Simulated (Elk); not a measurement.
# Optical response of TiTe2

Aim: the dielectric function of TiTe2, and the optical constants that follow from it.

Main program and level: Elk 11.2.3 (patched build); DFT, PBE, all-electron APW+lo, Dirac cores, scalar-relativistic bands, independent-particle optical response without local fields.

## Step 1: The structure

Symmetry: P-3m1, No. 164, trigonal system. The conventional cell has a = 3.777 Å, b = 3.777 Å, c = 6.498 Å, α = 90.00°, β = 90.00°, γ = 120.00°. Te has 3 Ti at 2.77 Å nearest. Ti has 6 Te at 2.77 Å nearest. Farther neighbours and most contacts between anions are not listed.

## Step 2: Ground state

First the ground state: is it a metal or has it a gap?

This step: DFT, PBE, all-electron APW+lo, Dirac cores, scalar-relativistic bands, ground state (Elk 11.2.3 (patched build)).

Input file elk.in:

```
tasks
  0
  120

xctype
  20

nempty
  14

lorbcnd
  .true.

rgkmax
  7.0

swidth
  0.0018375

maxscl
  100

epsengy
  1e-05

sppath
  './'

avec
  7.137495572718 0.000000000000 0.000000000000
  -3.568747786359 6.181252485373 0.000000000000
  0.000000000000 0.000000000000 12.279440357818

atoms
  2
  'Te.in'
  2
  0.333333333333 0.666666666667 0.737200000000   0.000 0.000 0.000
  0.666666666667 0.333333333333 0.262800000000   0.000 0.000 0.000
  'Ti.in'
  1
  0.000000000000 0.000000000000 0.000000000000   0.000 0.000 0.000

ngridk
  10 10 5
```

Started as:

```
> OMP_NUM_THREADS=4 elk
```

Numbers of over 12 decimals in the logs are rounded to 6 here.

What it wrote:

```text
┌─────────────────────────┐
│ Elk code version 11.2.3 │
└─────────────────────────┘

All units are atomic (Hartree, Bohr, etc.)

┌─────────────────────────────────────────────────┐
│ Ground-state run starting from atomic densities │
└─────────────────────────────────────────────────┘

Lattice vectors :
   7.137495573       0.000000000       0.000000000
  -3.568747786       6.181252485       0.000000000
   0.000000000       0.000000000       12.27944036

Reciprocal lattice vectors :
  0.8803067187      0.5082453210      -0.000000000
   0.000000000       1.016490642       0.000000000
   0.000000000      -0.000000000      0.5116833605

Unit cell volume      :    541.7524817
Brillouin zone volume :   0.4578663168

Muffin-tin inner radius fraction :   0.1000000000E-01

Nuclei treated as point charges

Species : 1 (Te)
 parameters loaded from : Te.in
 name : tellurium
 nuclear charge    :   -52.00000000
 electronic charge :    52.00000000
 atomic mass :    232600.5708
 muffin-tin radius :    2.600000000
 number of radial points in muffin-tin :   1193
 inner part over the whole radius :   0.9992174838E-02
 number on inner part of muffin-tin    :    851
 approximate nuclear radius :   0.8944870508E-04
 number of mesh points to nuclear radius :    430
 atomic positions (lattice), magnetic fields (Cartesian) :
  1 :   0.33333333 -0.33333333 -0.26280000    0.00000000  0.00000000  0.00000000
  2 :  -0.33333333  0.33333333  0.26280000    0.00000000  0.00000000  0.00000000

Species : 2 (Ti)
 parameters loaded from : Ti.in
 name : titanium
 nuclear charge    :   -22.00000000
 electronic charge :    22.00000000
 atomic mass :    87256.20317
 muffin-tin radius :    2.400000000
 number of radial points in muffin-tin :    993
 inner part over the whole radius :   0.9985722337E-02
 number on inner part of muffin-tin    :    699
 approximate nuclear radius :   0.6805665174E-04
 number of mesh points to nuclear radius :    325
 atomic positions (lattice), magnetic fields (Cartesian) :
  1 :   0.00000000  0.00000000  0.00000000    0.00000000  0.00000000  0.00000000

Total number of atoms per unit cell :    3
Total muffin-tin volume :    205.1501891
 ratio of muffin-tin to unit cell volume :   0.3786788173

Spin treatment :
 spin-unpolarised

Number of Bravais lattice symmetries :   24
Number of crystal symmetries         :   12
Crystal has inversion symmetry
Real symmetric eigensolver will be used

k-point grid :     10    10     5
k-point offset :    0.000000000       0.000000000       0.000000000
k-point set is reduced with full crystal symmetry group
Total number of k-points :       58

Muffin-tin radius times maximum |G+k| :    7.000000000
 using average radius
Maximum |G+k| for APW functions       :    2.763157895
Maximum (1/2)|G+k|²                   :    3.817520776
Maximum |G| for potential and density :    12.00000000
Constant for pseudocharge density :    8
 order of it for each species :   15  15
 order of it for pair densities of each species (exact exchange by exxq0 0: 15) :   10   8
Radial integration step length :    1

G-vector grid sizes :     28    28    48
Number of G-vectors :    15785

Maximum angular momentum used for
 APW functions            :    8
 outer part of muffin-tin :    6
 inner part of muffin-tin :    2

Total nuclear charge    :   -126.0000000
Total core charge       :    82.00000000
Total valence charge    :    44.00000000
Total excess charge     :    0.000000000
Total electronic charge :    126.0000000

Effective Wigner radius, rₛ :    1.008743118

Number of empty states         :     42
Total number of valence states :     65
Total number of core states    :     82

Conduction state local-orbitals added automatically
Third-order local-orbitals added for an l without core states : F
Total number of local-orbitals :    190

Exchange-correlation functional :     20     0     0
 Perdew-Burke-Ernzerhof, Phys. Rev. Lett. 77, 3865 (1996)
 gradient requirement :    1
 generalised gradient approximation (GGA)

Smearing type :    3
 Fermi-Dirac
Smearing width :   0.1837500000E-02
Effective electronic temperature (K) :    580.2366081

Mixing type :    3
 Broyden mixing, J. Phys. A: Math. Gen. 17, L317 (1984)

Kohn-Sham potential initialised from atomic data

┌──────────────────────────────┐
│ Self-consistent loop started │
└──────────────────────────────┘

┌─────────────────┐
│ Loop number : 1 │
└─────────────────┘

Energies :
 Fermi                       :     0.107168
 sum of occupied eigenvalues :     -8767.8660692969
 electron kinetic            :      15236.029479135
 core electron kinetic       :      14834.075714460
 Coulomb                     :     -29290.148893881
 Coulomb potential           :     -23478.883037948
 nuclear-nuclear             :     -1417.5464801566
 electron-nuclear            :     -32293.301889901
 Hartree                     :      4420.6994761768
 Madelung                    :     -17550.707374907
 xc potential                :     -525.01251048472
 exchange                    :     -387.88416612845
 correlation                 :     -6.601675
 electron entropic           :    -0.42850053369093E-03
 total energy                :     -14448.605683940

Density of states at Fermi energy :    40.16530670
 (states/Hartree/unit cell)

Estimated indirect band gap :   0.6790931372E-03
 from k-point 38 to k-point 3
Estimated direct band gap   :   0.1264743792E-01
 at k-point 2

Charges :
 core                        :    82.00000000
 valence                     :    44.00000000
 interstitial                :    5.850187187
 muffin-tins (core leakage)
  species : 1 (Te)
   atom 1                    :    49.88214249     (  0.4108585886E-03)
   atom 2                    :    49.88214249     (  0.4108585886E-03)
  species : 2 (Ti)
   atom 1                    :    20.38552783     ( -0.2204188050E-06)
 total in muffin-tins        :    120.1498128
 total calculated charge     :    125.9981762
 total charge                :    126.0000000
 error                       :   0.1823841490E-02

┌─────────────────┐
│ Loop number : 2 │
└─────────────────┘

Energies :
 Fermi                       :     0.108654
 sum of occupied eigenvalues :     -8767.7655481870
 electron kinetic            :      15236.068001636
 core electron kinetic       :      14834.064588085
 Coulomb                     :     -29290.174498979
 Coulomb potential           :     -23478.871980081
 nuclear-nuclear             :     -1417.5464801566
 electron-nuclear            :     -32293.357212715
 Hartree                     :      4420.7291938923
 Madelung                    :     -17550.738508939
 xc potential                :     -524.96156974258
 exchange                    :     -387.88209083961
 correlation                 :     -6.601524
 electron entropic           :    -0.42628990377917E-03
 total energy                :     -14448.590538618

Density of states at Fermi energy :    39.97252049
 (states/Hartree/unit cell)

Estimated indirect band gap :   0.5534817764E-03
 from k-point 3 to k-point 40
Estimated direct band gap   :   0.1070465605E-01
 at k-point 3

Charges :
 core                        :    82.00000000
 valence                     :    44.00000000
 interstitial                :    5.851359593
 muffin-tins (core leakage)
  species : 1 (Te)
   atom 1                    :    49.88957774     (  0.4106661076E-03)
   atom 2                    :    49.88957774     (  0.4106661076E-03)
  species : 2 (Ti)
   atom 1                    :    20.36948493     ( -0.2204189880E-06)
 total in muffin-tins        :    120.1486404
 total calculated charge     :    125.9981770
 total charge                :    126.0000000
 error                       :   0.1822985440E-02

RMS change in Kohn-Sham potential (target) :   0.1957870257     (  0.1000000000E-05)
Absolute change in total energy (target)   :   0.1514532128E-01 (  0.1000000000E-04)

[... 15 loops left out ...]

┌──────────────────┐
│ Loop number : 18 │
└──────────────────┘

Energies :
 Fermi                       :     0.231024
 sum of occupied eigenvalues :     -8753.8375816768
 electron kinetic            :      15237.817974791
 core electron kinetic       :      14833.231113138
 Coulomb                     :     -29290.945019636
 Coulomb potential           :     -23477.009166043
 nuclear-nuclear             :     -1417.5464801566
 electron-nuclear            :     -32296.583614596
 Hartree                     :      4423.1850751167
 Madelung                    :     -17552.440436614
 xc potential                :     -514.64639042512
 exchange                    :     -387.97365076583
 correlation                 :     -6.598101
 electron entropic           :    -0.40871039269391E-03
 total energy                :     -14447.699205651

Density of states at Fermi energy :    37.65743765
 (states/Hartree/unit cell)

Estimated indirect band gap :   0.1173990881E-02
 from k-point 38 to k-point 5
Estimated direct band gap   :   0.1389202237E-01
 at k-point 2

Charges :
 core                        :    82.00000000
 valence                     :    44.00000000
 interstitial                :    5.719260398
 muffin-tins (core leakage)
  species : 1 (Te)
   atom 1                    :    50.00922890     (  0.4021432398E-03)
   atom 2                    :    50.00922890     (  0.4021432398E-03)
  species : 2 (Ti)
   atom 1                    :    20.26228180     ( -0.2204308220E-06)
 total in muffin-tins        :    120.2807396
 total calculated charge     :    125.9982044
 total charge                :    126.0000000
 error                       :   0.1795556961E-02

RMS change in Kohn-Sham potential (target) :   0.8212987061E-07 (  0.1000000000E-05)
Absolute change in total energy (target)   :   0.1469306881E-06 (  0.1000000000E-04)

Convergence targets achieved

┌──────────────────┐
│ Loop number : 19 │
└──────────────────┘

Energies :
 Fermi                       :     0.231024
 sum of occupied eigenvalues :     -8753.8375798766
 electron kinetic            :      15237.817976455
 core electron kinetic       :      14833.231114519
 Coulomb                     :     -29290.945019925
 Coulomb potential           :     -23477.009166324
 nuclear-nuclear             :     -1417.5464801566
 electron-nuclear            :     -32296.583614706
 Hartree                     :      4423.1850749376
 Madelung                    :     -17552.440436763
 xc potential                :     -514.64639000755
 exchange                    :     -387.97365070310
 correlation                 :     -6.598101
 electron entropic           :    -0.40871036781001E-03
 total energy                :     -14447.699204212

Density of states at Fermi energy :    37.65743595
 (states/Hartree/unit cell)

Estimated indirect band gap :   0.1173991136E-02
 from k-point 38 to k-point 5
Estimated direct band gap   :   0.1389202537E-01
 at k-point 2

Charges :
 core                        :    82.00000000
 valence                     :    44.00000000
 interstitial                :    5.719260439
 muffin-tins (core leakage)
  species : 1 (Te)
   atom 1                    :    50.00922899     (  0.4021432380E-03)
   atom 2                    :    50.00922899     (  0.4021432380E-03)
  species : 2 (Ti)
   atom 1                    :    20.26228158     ( -0.2204306533E-06)
 total in muffin-tins        :    120.2807396
 total calculated charge     :    125.9982044
 total charge                :    126.0000000
 error                       :   0.1795556958E-02

┌──────────────────────────────┐
│ Self-consistent loop stopped │
└──────────────────────────────┘

Warning : core states of species 1 leak from the muffin-tin :   0.4021432380E-03

Wrote STATE.OUT
```

Run time: 24 s. Hardware: 4 threads of Arm Neoverse V2, shared host; peak memory 0.16 GiB; 85 s of CPU time.

This step gave:

```
total energy           : -14448 Ha
Fermi energy           : 6.286 eV
DOS at the Fermi level : 1.384 states/eV/cell
```

There are states at the Fermi level within the smearing, so the occupations stay smeared and the carriers get a Drude term.

## Step 3: Independent particles

With the density converged, the vertical transitions are summed over the zone.

This step: DFT, PBE, all-electron APW+lo, Dirac cores, scalar-relativistic bands, independent-particle optical response without local fields (Elk 11.2.3 (patched build)).

elk.in: that of step 2 with these lines changed.

```diff
@@ -1,4 +1,10 @@
 tasks
-  0
-  120
+  121
+
+optcomp
+  1 1
+  3 3
+
+intraband
+  .true.
 
@@ -17,9 +23,7 @@
 swidth
-  0.0018375
+  0.0055124
 
-maxscl
-  100
-
-epsengy
-  1e-05
+wplot
+  400 100 0
+  0.0 0.80849
```

Started as:

```
> OMP_NUM_THREADS=4 elk
```

What it wrote:

```text
┌─────────────────────────────────┐
│ Elk code version 11.2.3 started │
└─────────────────────────────────┘

Info(readinput): the functional depends on the density's gradient
 muffin-tin radial points multiplied by    2.00000
 (not where nrmtscf is given)

┌────────────────────┐
│ Current task : 121 │
└────────────────────┘

Info(dielectric):
 dielectric tensor written to EPSILON_ij.OUT
 optical conductivity written to SIGMA_ij.OUT
 plasma frequency written to PLASMA_ij.OUT
 for components
  i = 1, j = 1
  i = 3, j = 3

┌──────────────────┐
│ Elk code stopped │
└──────────────────┘
```

Elapsed: 3.3 s, on 4 threads; peak memory 0.04 GiB.

Numbers from this step:

```
centre of weight of the strongest loss peak in the window : 17.71 eV
Drude plasma energy, first axis                           : 3.004 eV
```

The Im ε has structure finer than the step of the table below, so its rows give means over 1 eV, whole bins alone (the curve runs from 0.330 to 21.9 eV). Peaks (eV: height): E ∥ x 0.6: 50.3; E ∥ z 1.3: 13.0, 2.0: 11.3, 3.1: 15.8.

Sum at mesh points, not converged in k. The Im ε by photon energy; means over each step:

| photon energy (eV) | E ∥ x | E ∥ z |
| --- | --- | --- |
| 1 | 33.2 | 8.85 |
| 2 | 11.6 | 10.1 |
| 3 | 10.4 | 14.3 |
| 4 | 9.15 | 10.6 |
| 5 | 5.89 | 7.48 |
| 6 | 3.92 | 6.13 |
| 7 | 5.76 | 6.90 |
| 8 | 6.03 | 4.77 |
| 9 | 3.50 | 3.81 |
| 10 | 2.54 | 2.68 |
| 11 | 1.82 | 1.92 |
| 12 | 1.49 | 1.35 |
| 13 | 1.09 | 0.854 |
| 14 | 0.726 | 0.690 |
| 15 | 0.500 | 0.482 |
| 16 | 0.355 | 0.345 |
| 17 | 0.252 | 0.268 |
| 18 | 0.224 | 0.210 |
| 19 | 0.199 | 0.172 |
| 20 | 0.157 | 0.176 |
| 21 | 0.131 | 0.146 |

Values under 1 per cm are given as 1; sum at mesh points, not converged in k. The absorption coefficient by photon energy:

| photon energy (eV) | E ∥ x (1/cm) | E ∥ z (1/cm) |
| --- | --- | --- |
| 0.495 | 2.0e5 | 72343 |
| 0.990 | 4.6e5 | 95400 |
| 1.485 | 4.2e5 | 1.9e5 |
| 1.980 | 4.7e5 | 3.0e5 |
| 2.475 | 5.2e5 | 3.9e5 |
| 3.025 | 6.3e5 | 6.9e5 |
| 3.520 | 7.4e5 | 8.3e5 |
| 4.015 | 8.5e5 | 8.8e5 |
| 4.510 | 9.5e5 | 9.3e5 |
| 5.005 | 9.5e5 | 9.3e5 |
| 5.500 | 9.2e5 | 1.0e6 |
| 5.995 | 7.5e5 | 1.0e6 |
| 6.490 | 7.9e5 | 1.1e6 |
| 6.985 | 1.1e6 | 1.4e6 |
| 7.480 | 1.3e6 | 1.6e6 |
| 7.975 | 1.5e6 | 1.6e6 |
| 8.525 | 1.7e6 | 1.5e6 |
| 9.020 | 1.6e6 | 1.6e6 |
| 9.515 | 1.6e6 | 1.6e6 |
| 10.010 | 1.6e6 | 1.7e6 |
| 10.505 | 1.6e6 | 1.6e6 |
| 11.000 | 1.5e6 | 1.6e6 |
| 11.495 | 1.5e6 | 1.6e6 |
| 11.990 | 1.5e6 | 1.6e6 |
| 12.485 | 1.5e6 | 1.5e6 |
| 12.980 | 1.5e6 | 1.4e6 |
| 13.475 | 1.4e6 | 1.4e6 |
| 14.025 | 1.4e6 | 1.3e6 |
| 14.520 | 1.3e6 | 1.3e6 |
| 15.015 | 1.2e6 | 1.2e6 |
| 15.510 | 1.1e6 | 1.1e6 |
| 16.005 | 9.7e5 | 9.4e5 |
| 16.500 | 8.6e5 | 8.9e5 |
| 16.995 | 7.1e5 | 7.0e5 |
| 17.490 | 5.9e5 | 6.4e5 |
| 17.985 | 5.4e5 | 5.1e5 |
| 18.480 | 4.3e5 | 4.2e5 |
| 18.975 | 4.1e5 | 3.2e5 |
| 19.525 | 3.1e5 | 3.6e5 |
| 20.020 | 2.9e5 | 2.9e5 |
| 20.515 | 2.5e5 | 2.9e5 |
| 21.010 | 2.2e5 | 2.4e5 |
| 21.505 | 1.9e5 | 2.2e5 |

Sum at mesh points, not converged in k. The loss function −Im 1/ε at q → 0 by energy loss; read off at these points:

| energy loss (eV) | E ∥ x | E ∥ z |
| --- | --- | --- |
| 1.0 | 0.0264 | 0.0284 |
| 2.0 | 0.0798 | 0.0444 |
| 3.0 | 0.0885 | 0.0530 |
| 4.0 | 0.111 | 0.101 |
| 5.0 | 0.163 | 0.127 |
| 6.0 | 0.260 | 0.171 |
| 7.0 | 0.168 | 0.137 |
| 8.0 | 0.146 | 0.173 |
| 9.0 | 0.219 | 0.209 |
| 10.0 | 0.262 | 0.228 |
| 11.0 | 0.345 | 0.293 |
| 12.0 | 0.408 | 0.347 |
| 13.0 | 0.486 | 0.505 |
| 14.0 | 0.612 | 0.704 |
| 15.0 | 1.03 | 0.982 |
| 16.0 | 1.77 | 1.93 |
| 17.0 | 3.63 | 3.53 |
| 17.3 | 4.37 | 3.64 |
| 18.0 | 3.88 | 4.59 |
| 19.0 | 2.74 | 2.29 |
| 20.0 | 1.42 | 1.35 |
| 21.0 | 0.754 | 0.890 |

Sum at mesh points, not converged in k. Reflectivity at normal incidence against photon energy; read off at these points:

| photon energy (eV) | E ∥ x (%) | E ∥ z (%) |
| --- | --- | --- |
| 0.50 | 62.7 | 33.0 |
| 1.00 | 65.2 | 37.4 |
| 1.50 | 50.1 | 35.5 |
| 2.00 | 43.3 | 39.4 |
| 2.50 | 39.5 | 40.6 |
| 3.00 | 39.0 | 44.2 |
| 3.14 | 40.5 | 45.2 |
| 3.50 | 39.2 | 43.7 |
| 4.00 | 40.1 | 41.2 |
| 4.35 | 43.4 | 41.0 |
| 4.50 | 41.3 | 39.3 |
| 5.00 | 37.9 | 35.3 |
| 5.50 | 33.6 | 35.4 |
| 6.00 | 23.0 | 31.9 |
| 6.50 | 22.9 | 31.1 |
| 7.00 | 30.1 | 37.8 |
| 7.50 | 33.8 | 44.5 |
| 8.00 | 38.5 | 42.9 |
| 8.50 | 47.9 | 37.9 |
| 8.64 | 48.0 | 39.3 |
| 9.00 | 41.3 | 43.4 |
| 9.50 | 43.5 | 42.6 |
| 10.00 | 43.6 | 47.7 |
| 10.50 | 43.5 | 45.3 |
| 11.00 | 41.8 | 44.5 |
| 11.50 | 38.7 | 47.6 |
| 12.00 | 41.5 | 48.3 |
| 12.50 | 41.6 | 53.2 |
| 13.00 | 44.3 | 48.6 |
| 13.50 | 44.5 | 48.8 |
| 14.00 | 48.2 | 46.0 |
| 14.50 | 47.7 | 46.0 |
| 15.00 | 43.6 | 45.8 |
| 15.50 | 43.4 | 46.9 |
| 16.00 | 42.2 | 40.9 |
| 16.50 | 41.1 | 40.7 |
| 17.00 | 35.3 | 31.3 |
| 17.50 | 26.8 | 29.5 |
| 18.00 | 22.0 | 24.9 |
| 18.50 | 15.7 | 18.6 |
| 19.00 | 14.4 | 13.0 |
| 19.50 | 11.2 | 9.83 |
| 20.00 | 8.65 | 8.10 |
| 20.50 | 7.07 | 7.54 |
| 21.00 | 5.36 | 5.91 |
| 21.50 | 4.45 | 5.08 |

Optical constants at common wavelengths, from n + ik = √ε:

| wavelength (nm) | n x | k x | R (%) x | 1/α x | n z | k z | R (%) z | 1/α z |
| --- | --- | --- | --- | --- | --- | --- | --- | --- |
| 1550 | 4.69 | 4.329 | 63.3 | 29 nm | 3.86 | 1.018 | 37.4 | 121 nm |
| 1064 | 3.13 | 4.388 | 65.5 | 19 nm | 4.22 | 1.210 | 41.2 | 70 nm |
| 633 | 2.69 | 2.339 | 43.6 | 22 nm | 3.74 | 1.480 | 39.4 | 34 nm |
| 532 | 2.61 | 2.061 | 39.6 | 21 nm | 3.72 | 1.399 | 38.6 | 30 nm |
| 405 | 2.61 | 2.078 | 39.8 | 16 nm | 3.40 | 2.312 | 45.0 | 14 nm |
| 308 | 2.14 | 2.097 | 39.9 | 12 nm | 2.28 | 2.156 | 40.8 | 11 nm |
| 193 | 1.81 | 1.173 | 21.9 | 13 nm | 1.78 | 1.619 | 31.2 | 9.5 nm |

In reflection the computed colour is grey: x = 0.313, y = 0.324, luminous reflectivity 40 %.

## Step 4: Results

| Property | Result |
| --- | --- |
| Drude plasma energy, first axis | 3.00 eV |
| centre of weight of the strongest loss peak in the window, first axis | 17.7 eV |

**Reading.** At this level (PBE, independent particles) TiTe2 is a metal with a Drude plasma energy of 3.0 eV along x and 1.8 eV along z. The mesh is too coarse to trust the carriers' weight, the reflectivity or the colour to better than tens of per cent. Along x the bare Drude plasma energy is 3.0 eV; Re ε first rises through zero at 0.40 eV, far lower, because interband transitions screen the carriers. Im ε is 44 there, so the loss peak at that energy is weak. In reflection the computed colour is grey: x = 0.313, y = 0.324, luminous reflectivity 40 %. The carriers' damping of 0.15 eV is typed, not computed; at 0.8 eV the carriers give 6 % of Im ε along the first axis; the rest comes from the sum over bands, which at low energy also holds close bands and the noise of the mesh. Spin-orbit coupling is left out although heavy atoms are present. The sum runs over mesh points 0.19 Å⁻¹ apart with no interpolation, so peaks are partly noise of the mesh, and the Drude plasma energy, a sum over the Fermi surface, isn't converged.

[Machine, clock and banner lines and Python warnings are left out of the logs.]

[Logs are printed without paths, hosts, clocks, repeated set-up lines and the standing remarks that a program may print on its own settings, such as how far it seeks lower states.]

[Hosts, paths, dates, database ids (printed as entryN), source tags and the programs' standing remarks are cut or masked in the printed files.]
